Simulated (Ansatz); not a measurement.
# CsSbSe3 (model cell, started as cubic perovskite with Sb in the octahedra): phonons and vibrational spectra, part 2 of 2

Wanted: vibrations and spectra of CsSbSe3 (model cell, started as cubic perovskite with Sb in the octahedra); the cell is already relaxed. After the zone centre comes a 2×2×2 q mesh on a 8×8×8 k mesh.

Ansatz 0.2.0; DFT PBEsol, scalar-relativistic, plane waves, PAW; PAW set soft_1.

So far. Step 2 (Modes at Γ): Before it was imposed, the acoustic sum rule was missed by 1.9e-4 eV/Å². Small misses are needed for a sound result but don't prove that mesh and cutoff are converged. The lowest optical mode is imaginary, 65.7i cm⁻¹, so the energy falls along it.

The structure was built from a prototype and need not be the compound's stable phase.

## 3. Phonons on a q mesh

Stability and thermal properties need the whole zone. Linear response on a 2×2×2 q mesh gives force constants as far as a supercell of that size would.

input.yaml reads:

```yaml
crystal:
  lattice:
    - [5.3818518704, 0.0, 0.0]
    - [0.0, 5.3818518704, 0.0]
    - [0.0, 0.0, 5.3818518704]
  atoms:
    - { symbol: Cs, position: [0.0, 0.0, 0.0] }
    - { symbol: Sb, position: [0.5, 0.5, 0.5] }
    - { symbol: Se, position: [0.5, 0.5, 0.0] }
    - { symbol: Se, position: [0.5, 0.0, 0.5] }
    - { symbol: Se, position: [0.0, 0.5, 0.5] }
kpoints:
  mp_grid: { grid: [8, 8, 8] }
hamiltonian:
  xc: pbesol
  pseudopotentials: { kind: paw, azcp: { folder: soft_1 }, xc_functional: pbe }
scf:
  occupations: { method: methfessel_paxton, width: 0.2 }
output:
  eigenvalues: true
phonons:
  method: dfpt
  qmesh: [2, 2, 2]
  temperatures: { t_max: 1000, t_step: 50 }
  qpath:
    path:
      - [[0.0, 0.0, 0.0], [0.0, 0.5, 0.0], [0.5, 0.5, 0.0], [0.0, 0.0, 0.0], [0.5, 0.5, 0.5], [0.0, 0.5, 0.0]]
      - [[0.5, 0.5, 0.5], [0.5, 0.5, 0.0]]
    npoints: 10
```

On the command line:

```sh
$ ansatz run input.yaml --threads 8 --pin off --max-ram 16384MiB --backend cpu --events-out ev --progress --plain --runs-dir out
```

Numbers of over 12 decimals in the logs are rounded to 6 here.

The program printed:

```text
[...]
Crystal: 5 atoms, lattice volume = 155.882 Å³
Basis set: ecut = 420 eV, 2969 PW (Γ), exchange–correlation on 72×72×72 points (8 copies of the dense FFT grid, shifted against one another)
Bands: 44, of which v1, the nominal top of the filled ones, is band 36 counted from 1 (35 counted from 0)
Symmetry: 48 space group operations
k-points: 35 of 512
[...]
SCF iter   1: F=—  HF=-28269.915602 eV  |F-HF|=—  |Δ(HF+E_count)|=         —  Δρ=3.03e-2  dr2=3.71e0  ethr=3.10e-3  ⟨swp⟩=8.1  Hψ=6602  notcnv=0
[...]
SCF iter  10: F=-28268.286063 eV  HF=-28268.286063 eV  |F-HF|=1.82e-11  |Δ(HF+E_count)|=  2.07e-10  S|Δr|=    0.00e0  Δρ=4.81e-8  dr2=4.17e-12  ethr=1.00e-12  ⟨swp⟩=14.7  Hψ=9280  notcnv=0
SCF 1 converged in 10 iterations: F = -28268.286063 eV  dr2 = 4.17e-12
[...]
iter 1 solved again at ethr=1.91e-7 eV; its pass at ethr=3.10e-3 eV (dr2=1.38e-4 eV) is discarded
SCF iter   1: F=—  HF=-28268.286065 eV  |F-HF|=—  |Δ(HF+E_count)|=         —  Δρ=4.18e-7  dr2=2.42e-10  ethr=1.91e-7  ⟨swp⟩=3.3  Hψ=10367  notcnv=0
eigensolver tolerance schedule: the retry pair's looser diagonalisation over-reported the residual by 568886.87 of it (diagonalisation noise at an unbounded share of the residual, at the tolerance the schedule requests for it); recorded, not acted on — ethr = c·dr2/N_el stays at c = 1.0e-1
[...]
SCF iter   2: F=—  HF=-28268.286063 eV  |F-HF|=—  |Δ(HF+E_count)|=   1.97e-6  S|Δr|=    0.00e0  Δρ=4.18e-7  dr2=2.62e-10  ethr=1.00e-12  ⟨swp⟩=4.2  Hψ=4632  notcnv=0
[...]
SCF iter   5: F=-28268.286063 eV  HF=-28268.286063 eV  |F-HF|=1.46e-11  |Δ(HF+E_count)|=    0.00e0  S|Δr|=    0.00e0  Δρ=7.08e-8  dr2=6.47e-12  ethr=1.00e-12  ⟨swp⟩=3.5  Hψ=4830  notcnv=0
SCF 2 converged in 5 iterations: F = -28268.286063 eV  dr2 = 6.47e-12
phonons: the bands overlap, so this run is a metal and interpolates without the dipole-dipole term. If the crystal is really an insulator or semiconductor, its LO-TO splitting is missing
NSCF: frozen V_eff on 35 k-points
[...]
DFPT response loops at q = (0, 0, 0) (fractional): preconditioner auto → Kerker (q_TF=auto, 2.399 Å⁻¹) (partly filled bands, converged f_vac=0.038); β = 1.00, the filter's whole step (`scf.mixing.beta` (0.50) is not read by the response loops under this deck's `scf.mixing.preconditioner`; to damp them name `kerker` or `kerker_dos`, under which they read `scf.mixing.beta`, and type it under 1.00, their step now; both keys bind the ground state too); Broyden in place of MSR1
[...]
SCF converged after 10 iterations
[...]
Free energy (F): -28268.286063 eV
[...]
Internal energy: -28268.291537 eV  (E = F + TS)
E sigma→0 (E₀):  -28268.287432 eV
Entropy (-TS):   0.005474 eV (1.095 meV/atom)
Fermi energy:    6.202069 eV
[...]
--- Band table (eV; the first three rows and the last of 35) ---
  k-point 0: bands = [... 32 lower, 5.5994, 5.5994, 5.9322, 5.9322, 5.9322, 10.5422, 10.6744, 10.6744, ... 4 higher]
  k-point 1: bands = [... 32 lower, 5.5354, 5.5354, 5.8304, 5.8718, 5.8718, 10.8108, 10.8250, 10.9024, ... 4 higher]
  k-point 2: bands = [... 32 lower, 5.3849, 5.3849, 5.6739, 5.7411, 5.7411, 10.9344, 11.1713, 11.3238, ... 4 higher]
  k-point 34: bands = [... 32 lower, 5.1016, 6.6811, 6.6811, 6.6811, 6.9566, 6.9566, 6.9566, 8.8366, ... 4 higher]
--- Phonons (Γ-DFPT): 4 representative perturbations + reference (Σ response iterations 12) ---
  ASR residual: 2.033e-4 → 0.000e0 eV/Å²; symmetrization residual: 2.284e-5 eV/Å²
  ASR residual per site (eV/Å²): 5.86e-5 9.45e-5 2.03e-4 2.03e-4 2.03e-4
[...]
--- Phonons (arbitrary-q DFPT): 4 irreducible q on the 2×2×2 mesh ---
  q = [0.0000, 0.0000, 0.0000] (star 1, of the zone-centre solve; hermiticity 2.38e-5, symmetrization 4.33e-11): -65.66 -65.66 -65.66 -0.00 0.00 0.00 17.45 17.45 17.45 65.69 65.69 65.69 96.85 96.85 96.85
  q = [0.0000, 0.0000, -0.5000] (star 3, 9 solved perturbations in 975 linear systems a pass and spin channel, the states on 125 of 512 k-point pairs; hermiticity 4.95e-6, symmetrization 1.05e-7): -67.88 -63.39 -49.73 -49.73 -42.90 -42.90 38.82 38.82 54.01 59.13 59.13 106.59 106.59 129.25 142.72
[...]
sum rule: each row above includes the acoustic sum rule's correction from the zone centre's row sums; it moved no ω² by more than (0.84 cm⁻¹)²
  mesh force constants: q→R imaginary residual 5.22e-18; ASR residual 2.033e-4 → 0.000e0 eV/Å²; symmetrization residual 5.329e-15 eV/Å²
  interpolated dispersion: 62 rows × 15 modes
  density of states and harmonic sums: on the 12×12×12 q-mesh, interpolated from the force constants of a 2×2×2 supercell (no non-analytic term)
  largest difference from the sums on the solved wave vectors: F 7.66e-3 eV, S 1.58e-5 and C_V 8.80e-6 eV/K
  zero-point energy: 0.050538 eV/cell   skipped modes (ω ≤ 0): 453, of them read as no rigid motion or as one in doubt: 450 (5.529e0 modes/cell left out, lowest -67.88 cm⁻¹)   left out of the sums: 3.69e-1 of the cell's modes: C_V's classical limit lies that fraction below 3 k_B per atom; for a crystal, a wire or a layer, F and S can be off by more, and a phonons.interpolated_qmesh denser along its periods is the remedy for the sampling
```

The job ended after 4.2 min (8 threads of Arm Neoverse V2, shared host; peak memory 2.5 GiB).

Numbers from this step:

```yaml
sum_rule_residual_before_enforcement: 2.03e-4 eV/Å²
lowest_frequency_on_the_path: -67.88 cm⁻¹
highest_frequency_on_the_path_or_at_a_solved_wavevector: 165.5 cm⁻¹
lowest_mode_on_the_q_mesh_acoustic_modes_at_gamma_apart: -67.88 cm⁻¹
```

Frequencies (cm⁻¹) solved at each irreducible wavevector; negative means imaginary. Frequencies by wavevector, by row:

| q in reciprocal lattice units | star | mode 1 | mode 2 | mode 3 | mode 4 | mode 13 | mode 14 | mode 15 |
| --- | --- | --- | --- | --- | --- | --- | --- | --- |
| 0 0 0 | 1 | -65.7 | -65.7 | -65.7 | 0 | 96.8 | 96.8 | 96.8 |
| 0 0 -0.5 | 3 | -67.9 | -63.4 | -49.7 | -49.7 | 106.6 | 129.2 | 142.7 |
| 0 -0.5 -0.5 | 3 | -65.4 | -65.4 | -34.5 | -34.4 | 131.5 | 134.3 | 152.7 |
| -0.5 -0.5 -0.5 | 1 | -57.5 | -57.5 | -57.5 | 33.6 | 134.1 | 134.1 | 165.5 |

Interpolated from a 2×2×2 q mesh. The phonon branches at the labelled points (cm⁻¹):

```csv
point,branch 1,branch 2,branch 3,branch 4,branch 12,branch 13,branch 14,branch 15
Γ,-66,-66,-66,0,66,97,97,97
halfway,-62,-60,-60,-43,89,102,102,123
X,-68,-63,-50,-50,107,107,129,143
halfway,-66,-51,-51,-44,108,126,130,146
M,-65,-65,-34,-34,132,132,134,153
halfway,-58,-56,-55,-45,91,105,122,130
Γ,-66,-66,-66,0,66,97,97,97
halfway,-55,-55,-52,-33,92,123,123,137
R,-58,-58,-58,34,132,134,134,166
halfway,-58,-55,-55,-28,124,128,131,150
X,-68,-63,-50,-50,107,107,129,143
jump to R,-58,-58,-58,34,132,134,134,166
halfway,-61,-61,-48,-13,132,132,134,158
M,-65,-65,-34,-34,132,132,134,153
```

Tetrahedra on a 12×12×12 mesh, mean over bins of 2 cm-1. Interpolated from a 2×2×2 q mesh. Table of phonon density of states by wavenumber; read off at these points:

```csv
wavenumber (cm⁻¹),phonon density of states (1/cm⁻¹/cell)
-69.0,0
-63.0,0.131
-59.0,0.245
-57.0,0.235
-51.0,0.120
-43.0,0.0641
-37.0,0.0701
-31.0,0.113
-29.0,0.137
-25.0,0.0768
-19.0,0.0421
-13.0,0.0218
-5.0,0.0139
1.0,0.0122
7.0,0.0108
13.0,0.0122
19.0,0.0213
25.0,0.0327
33.0,0.0399
39.0,0.0389
45.0,0.0274
51.0,0.0457
55.0,0.294
57.0,0.247
59.0,0.412
63.0,0.0997
71.0,0.0246
77.0,0.0204
83.0,0.0205
89.0,0.0220
95.0,0.0239
101.0,0.0452
109.0,0.118
115.0,0.0906
121.0,0.0813
127.0,0.137
131.0,0.140
133.0,0.107
139.0,0.0264
147.0,0.0397
153.0,0.0271
159.0,0.00975
165.0,8.6e-4
```

The partial phonon density of states has structure finer than the step of the table below, so its rows give means over 10 cm⁻¹, whole bins alone (the curve runs from -77.6 to 179 cm⁻¹). Peaks (cm⁻¹: height): Cs 58.1: 0.284; Sb -58.2: 0.0218, 38.8: 0.0284, 71.1: 0.0565, 96.9: 0.0737, 117.9: 0.0813, 129.3: 0.0986; Se -58.2: 0.182, -30.7: 0.114, 22.6: 0.0323, 59.8: 0.0318, 117.9: 0.0779, 127.6: 0.0738.

Phonopy on the run's constants, 11x11x11 mesh, Gaussian sigma 2.0 cm-1. Interpolated from a 2×2×2 q mesh. The partial phonon density of states by wavenumber; means over each step; values in 1/cm⁻¹/cell:

```
wavenumber (cm⁻¹)       Cs       Sb       Se
              -70   5.8e-4  0.00171   0.0139
              -60  0.00986   0.0185    0.146
              -50  0.00544   0.0154    0.101
              -40  0.00262  0.00658   0.0594
              -30  0.00286  0.00328   0.0954
              -20  0.00129  0.00111   0.0515
              -10   4.4e-4   4.6e-4   0.0196
                0   3.0e-4   3.4e-4  0.00551
               10   4.0e-4  0.00117  0.00627
               20  0.00149  0.00407   0.0247
               30  0.00437  0.00901   0.0240
               40  0.00506   0.0207   0.0158
               50   0.0574  0.00526  0.00460
               60    0.194  0.00728   0.0239
               70   0.0130   0.0293   0.0184
               80   7.2e-4  0.00221  0.00164
               90   1.1e-4  0.00770  0.00342
              100   3.7e-4   0.0372   0.0282
              110   5.8e-5   0.0171   0.0610
              120   1.3e-4   0.0468   0.0545
              130   1.1e-4   0.0595   0.0624
              140   7.3e-6  0.00499   0.0372
              150        0   9.5e-4   0.0330
              160        0   1.1e-4  0.00946
              170        0   7.0e-7   3.8e-4
```

Symmetry leaves 4 wavevectors to solve. The lowest mode among them, the acoustic zeros apart, lies at q = (0, 0, -0.5) and is imaginary, 67.9i cm⁻¹, so the energy falls along it.

## 4. Summary of results

* space group (within 0.01 Å): Pm-3m
* volume per atom: 31.2 Å³
* electronic character: no gap on this mesh
* highest optical mode at the zone centre (no LO-TO term): 96.8 cm⁻¹
* lowest optical zone-centre mode: -65.7 cm⁻¹
* lowest mode on the q mesh (acoustic modes at Γ apart): -67.9 cm⁻¹
* highest frequency on the path or at a solved wavevector: 166 cm⁻¹
* imaginary modes on the 2×2×2 q mesh: yes

In words: Modes are clearly imaginary (beyond 10i cm⁻¹) at 4 of the 4 irreducible wavevectors, most at q = (0, 0, -0.5) (67.9i cm⁻¹), so this structure is not a minimum of the energy. The optical modes at Γ span -66 to 97 cm⁻¹ (negative means imaginary). The highest mode in this list at Γ, 96.8 cm⁻¹, is mostly motion of Se (75 % of the kinetic energy). With no gap, or one that is small against the smearing, the frequencies hang on the k mesh and the smearing, most of all near Kohn anomalies. Spin-orbit coupling is left out, which can matter for the heavy elements here. The PAW files were made for PBE and serve the other functionals too. The starting cell was built on a prototype and not taken from a measurement, so the phase need not exist. These are harmonic frequencies at zero temperature: anharmonic shifts, linewidths and thermal expansion are left out.

[Logs are printed without paths, hosts, clocks, repeated set-up lines and the standing remarks that a program may print on its own settings, such as how far it seeks lower states.]

[Hosts, paths, dates, database ids (printed as entryN), source tags and the programs' standing remarks are cut or masked in the printed files.]
